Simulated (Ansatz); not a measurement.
# AgF (model cell, started as wurtzite): relaxing the cell for a phonon run, part 2 of 2

Aim: bring AgF (model cell, started as wurtzite) to small forces and stress, as phonons need.

Ansatz 0.2.0; DFT LDA, scalar-relativistic, plane waves, PAW.

So far. Step 2 (A coarse first look): The coarse mesh shows no gap and a pressure of -4.9 GPa.

The structure was built from a prototype and need not be the compound's stable phase.

### 4. Relaxation, k-mesh 12×12×8

The relaxation is repeated from its end, on the mesh and smearing that suit the cell and gap now reached.

Input file input.yaml:

```yaml
crystal:
  lattice:
    - [4.010755846, 3.0414e-06, 0.0]
    - [-2.0053805569, 3.4734149304, 0.0]
    - [0.0, 0.0, 4.7159638698]
  atoms:
    - { symbol: Ag, position: [0.3333333333, 0.6666666667, -0.0625042969] }
    - { symbol: Ag, position: [0.6666666667, 0.3333333333, 0.4374957031] }
    - { symbol: F, position: [0.3333333333, 0.6666666667, 0.4375042969] }
    - { symbol: F, position: [0.6666666667, 0.3333333333, 0.9375042969] }
kpoints:
  mp_grid: { grid: [12, 12, 8] }
hamiltonian:
  xc: lda
scf:
  occupations: { method: gaussian, width: 0.1 }
output:
  forces: true
  stress: true
  eigenvalues: true
  write_density: true
  write_potential: true
  elf: true
  volumetric_format: npy
relax:
  adjacent_minimum: "off"
  f_tol: 0.005
  max_steps: 80
  cell: { stress_tol: 0.05 }
```

Launch:

```
$ ansatz run input.yaml --threads 4 --pin off --max-ram 7168MiB --backend cpu --events-out ev --progress --plain --runs-dir out
```

Numbers of over 12 decimals in the logs are rounded to 6 here.

Output:

```text
[...]
Crystal: 4 atoms, lattice volume = 65.698 Å³
Basis set: ecut = 420 eV, 1323 PW (Γ)
Bands: 32, of which v1, the nominal top of the filled ones, is band 26 counted from 1 (25 counted from 0)
Symmetry: 24 space group operations
[...]
k-points: 95 of 1152
[...]
--- Relaxed structure (2 steps of the walk, 2 accepted, 1 SCFs on fresh bases) ---
[...]
cell:  # Å, volume = 65.6954 Å³
    - [4.011113, 3.041653735252329e-6, 0]
    - [-2.005559, 3.473724, 0]
    - [0, 0, 4.714926]
  atoms:
    - { symbol: Ag, position: [0.333333, 0.666667, -0.062500] }
    - { symbol: Ag, position: [0.666667, 0.333333, 0.4375] }
    - { symbol: F, position: [0.333333, 0.666667, 0.4375] }
    - { symbol: F, position: [0.666667, 0.333333, 0.937500] }
[key lines of the parts left out:]
SCF converged after 3 iterations
Free energy (F): -16501.038857 eV
Fermi energy:    7.818513 eV
P = ⅓ Tr σ = -0.0003 GPa (-0.003 kbar)
```

It took 13 s on 4 threads of Arm Neoverse N1, shared host; peak memory 0.46 GiB.

Little changed from the start: no atom moved by 0.005 Å and no cell edge by 0.1 %.

This step gave:

```yaml
pressure: -2.59e-4 GPa
```

ELF in the ac plane at fractional y = 0.333, with atoms of Ag and F within 0.2 Å of it. It is the smooth field of the valence electrons, not physical close to the nuclei.

Values, 16 rows by 14 columns, each cell a mean:
```
0.10 0.17 0.23 0.20 0.11 0.09 0.45 0.77 0.71 0.50 0.65 0.79 0.57 0.17
0.09 0.16 0.21 0.19 0.11 0.09 0.42 0.75 0.76 0.63 0.72 0.79 0.54 0.16
0.08 0.13 0.17 0.15 0.09 0.07 0.27 0.58 0.76 0.78 0.77 0.69 0.35 0.11
0.06 0.09 0.11 0.10 0.07 0.05 0.12 0.26 0.43 0.49 0.46 0.34 0.15 0.06
0.04 0.05 0.05 0.05 0.04 0.04 0.06 0.08 0.10 0.10 0.10 0.09 0.07 0.05
0.04 0.04 0.04 0.04 0.04 0.06 0.11 0.17 0.24 0.27 0.25 0.20 0.12 0.08
0.06 0.06 0.09 0.07 0.06 0.09 0.22 0.36 0.50 0.55 0.52 0.42 0.25 0.13
0.07 0.09 0.14 0.11 0.07 0.11 0.30 0.48 0.63 0.70 0.65 0.55 0.35 0.17
0.08 0.11 0.19 0.14 0.08 0.12 0.35 0.54 0.72 0.83 0.76 0.61 0.41 0.20
0.07 0.10 0.17 0.13 0.07 0.12 0.33 0.51 0.68 0.77 0.71 0.58 0.38 0.19
0.06 0.07 0.10 0.08 0.06 0.10 0.24 0.39 0.53 0.58 0.55 0.46 0.28 0.14
0.05 0.05 0.05 0.05 0.05 0.07 0.15 0.24 0.35 0.39 0.36 0.29 0.17 0.10
0.04 0.04 0.05 0.04 0.04 0.04 0.07 0.09 0.11 0.12 0.11 0.10 0.08 0.05
0.05 0.07 0.09 0.08 0.05 0.05 0.08 0.14 0.23 0.27 0.25 0.18 0.09 0.05
0.08 0.12 0.16 0.14 0.09 0.07 0.23 0.51 0.72 0.76 0.74 0.62 0.30 0.10
0.09 0.15 0.20 0.18 0.10 0.08 0.37 0.71 0.79 0.73 0.77 0.78 0.48 0.14
```
Columns run along a (4.0 Å), rows up along c (4.7 Å). Atoms in or near the plane, at fractional coordinates: Ag at (0.67, 0.44), F at (0.67, 0.94).

Electrostatic potential energy in the ac plane at fractional y = 0.333, with atoms of Ag and F within 0.2 Å of it. With pseudopotentials it is smooth inside the atoms' cores, unlike the true potential.

Ten even steps from '_' (-33 eV) to '@' (13 eV), each cell a mean:
```
@@@@%%%%@@@@@@++______::@@@@
@@@@%%@@@@@@@@**______--@@@@
@@@@@@@@@@@@@@@@++--==%%@@@@
@@@@@@@@@@@@@@@@@@%%@@@@@@@@
@@@@@@@@@@@@@@@@@@%%%%@@@@@@
@@@@@@@@@@@@@@%%##****##@@@@
@@@@@@@@@@@@%%++--::--==##@@
@@@@@@@@@@@@**--..__..::++%%
@@@@@@@@@@%%++::______..==%%
@@@@@@@@@@@@**--______::++%%
@@@@@@@@@@@@##++::::::==##%%
@@@@@@@@@@@@%%##++==++**%%@@
@@@@@@@@@@@@@@@@%%%%%%@@@@@@
@@@@@@@@@@@@@@@@@@@@@@@@@@@@
@@@@@@@@@@@@@@@@##++**%%@@@@
@@@@@@@@@@@@@@##..__..++@@@@
```
Columns run along a (4.0 Å; values clipped at the 3rd and 97th percentile), rows up along c (4.7 Å). Atoms in or near the plane, at fractional coordinates: Ag at (0.67, 0.44), F at (0.67, 0.94).

Valence density in the ac plane at fractional y = 0.333, with atoms of Ag and F within 0.2 Å of it. It is the smooth field of the valence electrons, not physical close to the nuclei.

Values in e/Å³, 16 rows by 14 columns, each cell a mean:
```
 0  0  0  0  0  0  0  2  8 13  9  4  1  0
 0  0  0  0  0  0  0  1  6 10  7  3  1  0
 0  0  0  0  0  0  0  1  2  3  2  1  0  0
 0  0  0  0  0  0  0  0  1  1  1  0  0  0
 0  0  0  0  0  0  0  0  0  0  0  0  0  0
 0  0  0  0  0  0  0  0  1  1  1  0  0  0
 0  0  0  0  0  0  0  1  4  5  4  2  1  0
 0  0  0  0  0  0  1  3  9 13 10  5  1  0
 0  0  0  0  0  0  1  5 14 20 16  8  2  0
 0  0  0  0  0  0  1  4 12 16 13  7  2  0
 0  0  0  0  0  0  1  2  5  7  6  3  1  0
 0  0  0  0  0  0  0  1  1  2  2  1  0  0
 0  0  0  0  0  0  0  0  0  0  0  0  0  0
 0  0  0  0  0  0  0  0  0  0  0  0  0  0
 0  0  0  0  0  0  0  0  1  2  2  1  0  0
 0  0  0  0  0  0  0  1  4  7  5  2  0  0
```
Columns run along a (4.0 Å), rows up along c (4.7 Å). Atoms in or near the plane, at fractional coordinates: Ag at (0.67, 0.44), F at (0.67, 0.94).

In this step the volume went from 16.42 to 16.42 Å³/atom.

### 5. Tight relaxation

Phonons need a cell at rest on their own settings, so the relaxation is repeated with tight tolerances on forces and stress on the k mesh and occupations of the first response run.

Input file input.yaml:

```yaml
crystal:
  lattice:
    - [4.0111130386, 3.0417e-06, 0.0]
    - [-2.0055591534, 3.473724268, 0.0]
    - [0.0, 0.0, 4.7149256557]
  atoms:
    - { symbol: Ag, position: [0.3333333333, 0.6666666667, -0.0625] }
    - { symbol: Ag, position: [0.6666666667, 0.3333333333, 0.4375] }
    - { symbol: F, position: [0.3333333333, 0.6666666667, 0.4375] }
    - { symbol: F, position: [0.6666666667, 0.3333333333, 0.9375] }
kpoints:
  mp_grid: { grid: [12, 12, 8] }
hamiltonian:
  xc: lda
scf:
  occupations: { method: methfessel_paxton, width: 0.15 }
output:
  forces: true
  stress: true
  eigenvalues: true
relax:
  adjacent_minimum: "off"
  f_tol: 0.001
  max_steps: 60
  cell: { stress_tol: 0.01 }
```

Output:

```text
[...]
Crystal: 4 atoms, lattice volume = 65.695 Å³
Basis set: ecut = 420 eV, 1323 PW (Γ)
Bands: 32, of which v1, the nominal top of the filled ones, is band 26 counted from 1 (25 counted from 0)
Symmetry: 24 space group operations
[...]
k-points: 95 of 1152
[...]
--- Relaxed structure (5 steps of the walk, 4 accepted, 1 SCFs on fresh bases) ---
[...]
cell:  # Å, volume = 65.7073 Å³
    - [4.013896, 3.0437586485140943e-6, 0.0]
    - [-2.006951, 3.476134, 0.0]
    - [0.0, 0.0, 4.709238]
  atoms:
    - { symbol: Ag, position: [0.333333, 0.666667, -0.062500] }
    - { symbol: Ag, position: [0.666667, 0.333333, 0.4375] }
    - { symbol: F, position: [0.333333, 0.666667, 0.4375] }
    - { symbol: F, position: [0.666667, 0.333333, 0.937500] }
[key lines of the parts left out:]
SCF converged after 6 iterations
Free energy (F): -16501.035345 eV
Fermi energy:    7.797699 eV
P = ⅓ Tr σ = 0.0009 GPa (0.009 kbar)
```

It took 25 s on 4 threads; peak memory 0.46 GiB; 94 s of CPU time.

The steps of the relaxation:

```csv
step,energy less that of the first step (eV),largest force component (eV/Å),pressure (GPa),volume (Å³)
1,0.0000,0.0000,0.00,65.70
2,0.0000,0.0000,0.00,65.70
3,0.0001,0.0000,-0.03,65.74
4,-0.0001,0.0000,0.04,65.67
5,0.0000,0.0000,0.00,65.71
6*,0.0000,0.0000,0.00,65.71
```

Relaxation steps marked * repeat the geometry before them on a plane-wave basis chosen anew for their cell, so energy and pressure can jump there. Relaxation step 4 was tried and not accepted.

Forces are held to the 24 operations that the run works with; a distortion that breaks them can't arise in this run.

```csv
"conventional cell, symmetrised",before,after,change
a (Å),4.011,4.014,+0.1 %
b (Å),4.011,4.014,+0.1 %
c (Å),4.715,4.709,-0.1 %
volume (Å³/atom),16.42,16.43,+0.0 %
```

Final coordinates:

```xyz
4
Lattice="4.0139 0.0000 0.0000 -2.0070 3.4761 0.0000 0.0000 0.0000 4.7092" Properties=species:S:1:pos:R:3 pbc="T T T"
Ag    0.0000    2.3174   -0.2943
Ag    2.0069    1.1587    2.0603
F     0.0000    2.3174    2.0603
F     2.0069    1.1587    4.4149
```

Numbers from this step:

```
pressure        : 9.43e-4 GPa
volume per atom : 16.43 Å³
```

The forces vanish by symmetry and the pressure is 0.001 GPa, within the tolerances set. The cell now holds 16.43 Å³/atom. Within 0.01 Å the structure now has space group P6_3/mmc, not the P6_3mc of the start.

### 6. Summary of results

| Item | Value |
| --- | --- |
| space group after relaxation (within 0.01 Å) | P6_3/mmc |
| lattice constant a | 4.014 Å |
| lattice constant b | 4.014 Å |
| lattice constant c | 4.709 Å |
| volume per atom | 16.4 Å³ |

The forces vanish by symmetry and the pressure is 0.001 GPa, within the tolerances set. The cell now holds 16.43 Å³/atom. Within 0.01 Å the structure now has space group P6_3/mmc, not the P6_3mc of the start. The relaxation keeps the symmetry of its start, so it says nothing on stability against lower symmetry. The relaxed cell left the space group of the starting entry, even within 0.1 Å, so it may not be the phase that the entry, or a measurement on it, describes. The starting cell was built on a prototype and not taken from a measurement, so the phase need not exist.

[Logs are printed without paths, hosts, clocks, repeated set-up lines and the standing remarks that a program may print on its own settings, such as how far it seeks lower states.]

[Hosts, paths, dates, database ids (printed as entryN), source tags and the programs' standing remarks are cut or masked in the printed files.]
